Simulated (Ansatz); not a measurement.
# Work function of Ni(111): what the settings cost and change, part 2 of 3

How thick a slab and how much vacuum does the work function of Ni(111) need?

Ansatz 0.2.0; plane-wave DFT, PBE, Ansatz PAW.

So far, work function, upper face (eV): step 2 (run, setting 1 layer) 5.35; step 3 (slab, 2 atoms) 5.05; step 4 (run, 3 atoms) 5.06; step 5 (run, 4 atoms) 5.08; step 6 (run, 5 atoms) 5.07.

## (7) Run, 6 atoms

System of this step: Ni(111). The cell holds 6 atoms: 6 Ni. Its edges and angles: a = 2.489 Å, b = 2.489 Å, c = 28.161 Å, α = 90.0°, β = 90.0°, γ = 60.0°. Vacuum lies along c.

input.yaml reads:

```yaml
crystal:
  lattice:
    - [2.4890158698, 0.0, 0.0]
    - [1.2445079349, 2.1555509736, 0.0]
    - [0.0, 0.0, 28.1613647377]
  atoms:
    - { symbol: Ni, position: [0.3333333333, 0.3333333333, 0.3195867844], spin: 0.7 }
    - { symbol: Ni, position: [0.6666666667, 0.6666666667, 0.3917520706], spin: 0.7 }
    - { symbol: Ni, position: [0.0, 0.0, 0.4639173569], spin: 0.7 }
    - { symbol: Ni, position: [0.3333333333, 0.3333333333, 0.5360826431], spin: 0.7 }
    - { symbol: Ni, position: [0.6666666667, 0.6666666667, 0.6082479294], spin: 0.7 }
    - { symbol: Ni, position: [0.0, 0.0, 0.6804132156], spin: 0.7 }
magnetization:
  spin_polarized: true
kpoints:
  mp_grid: { grid: [19, 19, 1] }
hamiltonian:
  xc: pbe
scf:
  occupations: { method: fermi_dirac, width: 0.1 }
  convergence: { dr2_threshold: 1.0e-09 }
efield:
  axis: 3
  dipole_correction: true
  ramp_position: 0.97
  ramp_width: 0.06
output:
  write_potential: true
  write_density: true
  volumetric_format: npy
```

Started as:

```bash
ansatz run input.yaml --threads 4 --pin off --max-ram 6144MiB --backend cpu --events-out ev --progress --plain --runs-dir out
```

Log:

```text
[...]
Crystal: 6 atoms, lattice volume = 151.091 Å³
Basis set: ecut = 420 eV, 2837 PW (Γ)
Bands: 68, of which v1, the nominal top of the filled ones, is band 54 counted from 1 (53 counted from 0)
Symmetry: 6 space group operations
k-points: 40 of 361 (time reversal used)
[...]
k-point 1 ↑: bands = [... 50 lower, 3.7619, 3.8721, 3.9100, 4.0216, 4.0963, 4.1123, 4.3164, 4.3239, ... 10 higher]
  k-point 2 ↑: bands = [... 50 lower, 3.7350, 3.7490, 3.8049, 3.8923, 4.0970, 4.1155, 4.3180, 4.4101, ... 10 higher]
  k-point 39 ↓: bands = [... 50 lower, 5.0758, 5.1087, 5.1172, 5.1862, 9.1681, 9.5329, 10.0704, 10.5051, ... 10 higher]
[key lines of the parts left out:]
SCF converged after 18 iterations
Magnetization: 3.9142 μB (55.9571 up, 52.0429 down)
Free energy (F): -35037.192251 eV
Fermi energy:    5.025250 eV
Dipole field:    D = 0.000010 V/Å  (p = 0.000008 e·Å, saw-weighted, corrected)
Work function:   Φ+ = 5.0693 eV   Φ− = 5.0695 eV
```

It took 2.1 min on 4 threads of Arm Neoverse N1, shared host; peak memory 1.1 GiB; 6.6 min of CPU time.

The work function is 5.069 eV, +0.001 eV from the run “5 layers”, at 1.4 times its CPU time.

## (8) Slab, 8 atoms

System of this step: Ni(111). The cell holds 8 atoms: 8 Ni. Cell: a = 2.489 Å, b = 2.489 Å, c = 32.226 Å, α = 90.0°, β = 90.0°, γ = 60.0°. Vacuum lies along c.

input.yaml, the sections that differ from step 7:

```yaml
crystal:
  lattice:
    - [2.4890158698, 0.0, 0.0]
    - [1.2445079349, 2.1555509736, 0.0]
    - [0.0, 0.0, 32.2259106328]
  atoms:
    - { symbol: Ni, position: [0.6666666667, 0.6666666667, 0.2792783764], spin: 0.7 }
    - { symbol: Ni, position: [0.0, 0.0, 0.3423416974], spin: 0.7 }
    - { symbol: Ni, position: [0.3333333333, 0.3333333333, 0.4054050185], spin: 0.7 }
    - { symbol: Ni, position: [0.6666666667, 0.6666666667, 0.4684683395], spin: 0.7 }
    - { symbol: Ni, position: [0.0, 0.0, 0.5315316605], spin: 0.7 }
    - { symbol: Ni, position: [0.3333333333, 0.3333333333, 0.5945949815], spin: 0.7 }
    - { symbol: Ni, position: [0.6666666667, 0.6666666667, 0.6576583026], spin: 0.7 }
    - { symbol: Ni, position: [0.0, 0.0, 0.7207216236], spin: 0.7 }
# magnetization, kpoints, hamiltonian, scf, efield, output: as in step 7
```

Log:

```text
[...]
Crystal: 8 atoms, lattice volume = 172.898 Å³
Basis set: ecut = 420 eV, 3233 PW (Γ)
Bands: 90, of which v1, the nominal top of the filled ones, is band 72 counted from 1 (71 counted from 0)
Symmetry: 6 space group operations
k-points: 40 of 361 (time reversal used)
[...]
k-point 1 ↑: bands = [... 68 lower, 5.4373, 5.5186, 5.5551, 5.6923, 5.6932, 5.7298, 5.8480, 5.8828, ... 14 higher]
  k-point 2 ↑: bands = [... 68 lower, 5.3960, 5.4481, 5.4987, 5.5447, 5.7020, 5.7303, 5.8864, 6.0060, ... 14 higher]
  k-point 39 ↓: bands = [... 68 lower, 6.7605, 6.7856, 6.7892, 6.8547, 10.7719, 10.9741, 11.3149, 11.7309, ... 14 higher]
[key lines of the parts left out:]
SCF converged after 18 iterations
Magnetization: 5.1967 μB (74.5984 up, 69.4016 down)
Free energy (F): -46716.689090 eV
Fermi energy:    6.678887 eV
Dipole field:    D = 0.000006 V/Å  (p = 0.000005 e·Å, saw-weighted, corrected)
Work function:   Φ+ = 5.0661 eV   Φ− = 5.0663 eV
```

It took 3.1 min on 4 threads; peak memory 1.5 GiB.

The work function is 5.066 eV, -0.003 eV from the run “6 layers”, at 1.6 times its CPU time.

## (9) Slab, 10 atoms

System of this step: Ni(111). The cell holds 10 atoms: 10 Ni. Its edges and angles: a = 2.489 Å, b = 2.489 Å, c = 36.290 Å, α = 90.0°, β = 90.0°, γ = 60.0°. Vacuum lies along c.

input.yaml, the sections that differ from step 8:

```yaml
crystal:
  lattice:
    - [2.4890158698, 0.0, 0.0]
    - [1.2445079349, 2.1555509736, 0.0]
    - [0.0, 0.0, 36.2904565279]
  atoms:
    - { symbol: Ni, position: [0.0, 0.0, 0.2479990846], spin: 0.7 }
    - { symbol: Ni, position: [0.3333333333, 0.3333333333, 0.3039992881], spin: 0.7 }
    - { symbol: Ni, position: [0.6666666667, 0.6666666667, 0.3599994915], spin: 0.7 }
    - { symbol: Ni, position: [0.0, 0.0, 0.4159996949], spin: 0.7 }
    - { symbol: Ni, position: [0.3333333333, 0.3333333333, 0.4719998983], spin: 0.7 }
    - { symbol: Ni, position: [0.6666666667, 0.6666666667, 0.5280001017], spin: 0.7 }
    - { symbol: Ni, position: [0.0, 0.0, 0.5840003051], spin: 0.7 }
    - { symbol: Ni, position: [0.3333333333, 0.3333333333, 0.6400005085], spin: 0.7 }
    - { symbol: Ni, position: [0.6666666667, 0.6666666667, 0.6960007119], spin: 0.7 }
    - { symbol: Ni, position: [0.0, 0.0, 0.7520009154], spin: 0.7 }
# magnetization, kpoints, hamiltonian, scf, efield, output: as in step 8
```

Log:

```text
[...]
Crystal: 10 atoms, lattice volume = 194.706 Å³
Basis set: ecut = 420 eV, 3667 PW (Γ)
Bands: 113, of which v1, the nominal top of the filled ones, is band 90 counted from 1 (89 counted from 0)
Symmetry: 6 space group operations
k-points: 40 of 361 (time reversal used)
[...]
k-point 1 ↑: bands = [... 86 lower, 6.7296, 6.7977, 6.8376, 6.9332, 6.9649, 7.0060, 7.0712, 7.0919, ... 19 higher]
  k-point 2 ↑: bands = [... 86 lower, 6.7019, 6.7540, 6.8070, 6.8273, 6.9464, 7.0019, 7.0984, 7.2281, ... 19 higher]
  k-point 39 ↓: bands = [... 86 lower, 8.0714, 8.0744, 8.0862, 8.1460, 12.0318, 12.1572, 12.3783, 12.6804, ... 19 higher]
[key lines of the parts left out:]
SCF converged after 21 iterations
Magnetization: 6.4607 μB (93.2303 up, 86.7697 down)
Free energy (F): -58396.185868 eV
Fermi energy:    7.961206 eV
Dipole field:    D = 0.000003 V/Å  (p = 0.000003 e·Å, saw-weighted, corrected)
Work function:   Φ+ = 5.0654 eV   Φ− = 5.0655 eV
```

Elapsed: 5.5 min, on 4 threads; peak memory 2.1 GiB; 18 min of CPU time.

The work function is 5.065 eV, -0.001 eV from the run “8 layers”, at 1.8 times its CPU time.

## (10) Slab, 13 atoms

System of this step: Ni(111). The cell holds 13 atoms: 13 Ni. Its edges and angles: a = 2.489 Å, b = 2.489 Å, c = 42.387 Å, α = 90.0°, β = 90.0°, γ = 60.0°. Vacuum lies along c.

input.yaml, the sections that differ from step 9:

```yaml
crystal:
  lattice:
    - [2.4890158698, 0.0, 0.0]
    - [1.2445079349, 2.1555509736, 0.0]
    - [0.0, 0.0, 42.3872753706]
  atoms:
    - { symbol: Ni, position: [0.0, 0.0, 0.2123278725], spin: 0.7 }
    - { symbol: Ni, position: [0.3333333333, 0.3333333333, 0.2602732271], spin: 0.7 }
    - { symbol: Ni, position: [0.6666666667, 0.6666666667, 0.3082185817], spin: 0.7 }
    - { symbol: Ni, position: [0.0, 0.0, 0.3561639362], spin: 0.7 }
    - { symbol: Ni, position: [0.3333333333, 0.3333333333, 0.4041092908], spin: 0.7 }
    - { symbol: Ni, position: [0.6666666667, 0.6666666667, 0.4520546454], spin: 0.7 }
    - { symbol: Ni, position: [0.0, 0.0, 0.5], spin: 0.7 }
    - { symbol: Ni, position: [0.3333333333, 0.3333333333, 0.5479453546], spin: 0.7 }
    - { symbol: Ni, position: [0.6666666667, 0.6666666667, 0.5958907092], spin: 0.7 }
    - { symbol: Ni, position: [0.0, 0.0, 0.6438360638], spin: 0.7 }
    - { symbol: Ni, position: [0.3333333333, 0.3333333333, 0.6917814183], spin: 0.7 }
    - { symbol: Ni, position: [0.6666666667, 0.6666666667, 0.7397267729], spin: 0.7 }
    - { symbol: Ni, position: [0.0, 0.0, 0.7876721275], spin: 0.7 }
# magnetization, kpoints, hamiltonian, scf, efield, output: as in step 9
```

Log:

```text
[...]
Crystal: 13 atoms, lattice volume = 227.416 Å³
Basis set: ecut = 420 eV, 4287 PW (Γ)
Bands: 146, of which v1, the nominal top of the filled ones, is band 117 counted from 1 (116 counted from 0)
Symmetry: 6 space group operations
k-points: 40 of 361 (time reversal used)
[...]
k-point 1 ↑: bands = [... 113 lower, 8.2224, 8.2464, 8.3040, 8.3554, 8.4172, 8.4468, 8.4697, 8.5407, ... 25 higher]
  k-point 2 ↑: bands = [... 113 lower, 8.2093, 8.2429, 8.2607, 8.3288, 8.3695, 8.4308, 8.5491, 8.5556, ... 25 higher]
  k-point 39 ↓: bands = [... 113 lower, 9.5432, 9.5434, 9.5710, 9.6145, 13.4768, 13.5485, 13.6757, 13.8600, ... 25 higher]
[key lines of the parts left out:]
SCF converged after 20 iterations
Magnetization: 8.3256 μB (121.1628 up, 112.8372 down)
Free energy (F): -75915.429486 eV
Fermi energy:    9.422718 eV
Dipole field:    D = -0.000004 V/Å  (p = -0.000006 e·Å, saw-weighted, corrected)
Work function:   Φ+ = 5.0672 eV   Φ− = 5.0670 eV
```

Wall time 9.6 min (4 threads); peak memory 3 GiB; 32 min of CPU time.

The work function is 5.067 eV, +0.002 eV from the run “10 layers”, at 1.7 times its CPU time.

## (11) Slab, 7 atoms

System of this step: Ni(111). The cell holds 7 atoms: 7 Ni. Its edges and angles: a = 2.489 Å, b = 2.489 Å, c = 22.194 Å, α = 90.0°, β = 90.0°, γ = 60.0°. Vacuum lies along c.

input.yaml, the sections that differ from step 10:

```yaml
crystal:
  lattice:
    - [2.4890158698, 0.0, 0.0]
    - [1.2445079349, 2.1555509736, 0.0]
    - [0.0, 0.0, 22.1936376853]
  atoms:
    - { symbol: Ni, position: [0.0, 0.0, 0.2252897912], spin: 0.7 }
    - { symbol: Ni, position: [0.3333333333, 0.3333333333, 0.3168598608], spin: 0.7 }
    - { symbol: Ni, position: [0.6666666667, 0.6666666667, 0.4084299304], spin: 0.7 }
    - { symbol: Ni, position: [0.0, 0.0, 0.5], spin: 0.7 }
    - { symbol: Ni, position: [0.3333333333, 0.3333333333, 0.5915700696], spin: 0.7 }
    - { symbol: Ni, position: [0.6666666667, 0.6666666667, 0.6831401392], spin: 0.7 }
    - { symbol: Ni, position: [0.0, 0.0, 0.7747102088], spin: 0.7 }
# magnetization, kpoints, hamiltonian, scf, efield, output: as in step 10
```

Log:

```text
[...]
Crystal: 7 atoms, lattice volume = 119.073 Å³
Basis set: ecut = 420 eV, 2241 PW (Γ)
Bands: 79, of which v1, the nominal top of the filled ones, is band 63 counted from 1 (62 counted from 0)
Symmetry: 6 space group operations
k-points: 40 of 361 (time reversal used)
[...]
k-point 1 ↑: bands = [... 59 lower, 8.6474, 8.6591, 8.8004, 8.8400, 8.8980, 8.9571, 9.0214, 9.1742, ... 12 higher]
  k-point 2 ↑: bands = [... 59 lower, 8.5459, 8.6095, 8.6728, 8.7702, 8.8132, 9.0246, 9.1299, 9.1772, ... 12 higher]
  k-point 39 ↓: bands = [... 59 lower, 9.9269, 9.9624, 9.9679, 10.0330, 13.9768, 14.2443, 14.6727, 15.1314, ... 12 higher]
[key lines of the parts left out:]
SCF converged after 19 iterations
Magnetization: 4.5525 μB (65.2762 up, 60.7238 down)
Free energy (F): -40876.940296 eV
Fermi energy:    9.864034 eV
Dipole field:    D = -0.000009 V/Å  (p = -0.000006 e·Å, saw-weighted, corrected)
Work function:   Φ+ = 5.0619 eV (in doubt: plateau slope 2.8e-2 eV/Å)   Φ− = 5.0633 eV (in doubt: plateau slope 1.9e-2 eV/Å)
```

The job ended after 2.2 min (4 threads; peak memory 1 GiB).

The work function is 5.062 eV. The program marks this work function as in doubt.

## (12) Run, 7 atoms

The cell differs from the one that the last finished run ended in (c 22.194 → 26.194 Å).

input.yaml, the sections that differ from step 11:

```yaml
crystal:
  lattice:
    - [2.4890158698, 0.0, 0.0]
    - [1.2445079349, 2.1555509736, 0.0]
    - [0.0, 0.0, 26.1936376853]
  atoms:
    - { symbol: Ni, position: [0.0, 0.0, 0.2672404682], spin: 0.7 }
    - { symbol: Ni, position: [0.3333333333, 0.3333333333, 0.3448269788], spin: 0.7 }
    - { symbol: Ni, position: [0.6666666667, 0.6666666667, 0.4224134894], spin: 0.7 }
    - { symbol: Ni, position: [0.0, 0.0, 0.5], spin: 0.7 }
    - { symbol: Ni, position: [0.3333333333, 0.3333333333, 0.5775865106], spin: 0.7 }
    - { symbol: Ni, position: [0.6666666667, 0.6666666667, 0.6551730212], spin: 0.7 }
    - { symbol: Ni, position: [0.0, 0.0, 0.7327595318], spin: 0.7 }
# magnetization, kpoints, hamiltonian, scf, efield, output: as in step 11
```

Log:

```text
[...]
Crystal: 7 atoms, lattice volume = 140.534 Å³
Basis set: ecut = 420 eV, 2637 PW (Γ)
Bands: 79, of which v1, the nominal top of the filled ones, is band 63 counted from 1 (62 counted from 0)
Symmetry: 6 space group operations
k-points: 40 of 361 (time reversal used)
[...]
k-point 1 ↑: bands = [... 59 lower, 6.3676, 6.3792, 6.5206, 6.5602, 6.6184, 6.6772, 6.7415, 6.8944, ... 12 higher]
  k-point 2 ↑: bands = [... 59 lower, 6.2660, 6.3295, 6.3930, 6.4904, 6.5334, 6.7447, 6.8501, 6.8974, ... 12 higher]
  k-point 39 ↓: bands = [... 59 lower, 7.6471, 7.6825, 7.6880, 7.7532, 11.6969, 11.9644, 12.3929, 12.8516, ... 12 higher]
[key lines of the parts left out:]
SCF converged after 19 iterations
Magnetization: 4.5524 μB (65.2762 up, 60.7238 down)
Free energy (F): -40876.940263 eV
Fermi energy:    7.584191 eV
Dipole field:    D = -0.000001 V/Å  (p = -0.000001 e·Å, saw-weighted, corrected)
Work function:   Φ+ = 5.0659 eV   Φ− = 5.0659 eV
```

It took 2.3 min on 4 threads; peak memory 1.2 GiB.

The work function is 5.066 eV, +0.004 eV from the run “7 layers, 10 Å of vacuum”, at 1.2 times its CPU time.

[end of part 2 of 3]

[Long decimals in the printed logs are rounded to 6 places.]

[Logs are printed without paths, hosts, clocks, repeated set-up lines and the standing remarks that a program may print on its own settings, such as how far it seeks lower states.]

[Hosts, paths, dates, database ids (printed as entryN), source tags and the programs' standing remarks are cut or masked in the printed files.]

[Maps of the electrostatic potential energy from Ansatz leave out the sawtooth potential of an applied field or a dipole correction, so their vacuum need not be flat; planar profiles and work functions include it.]
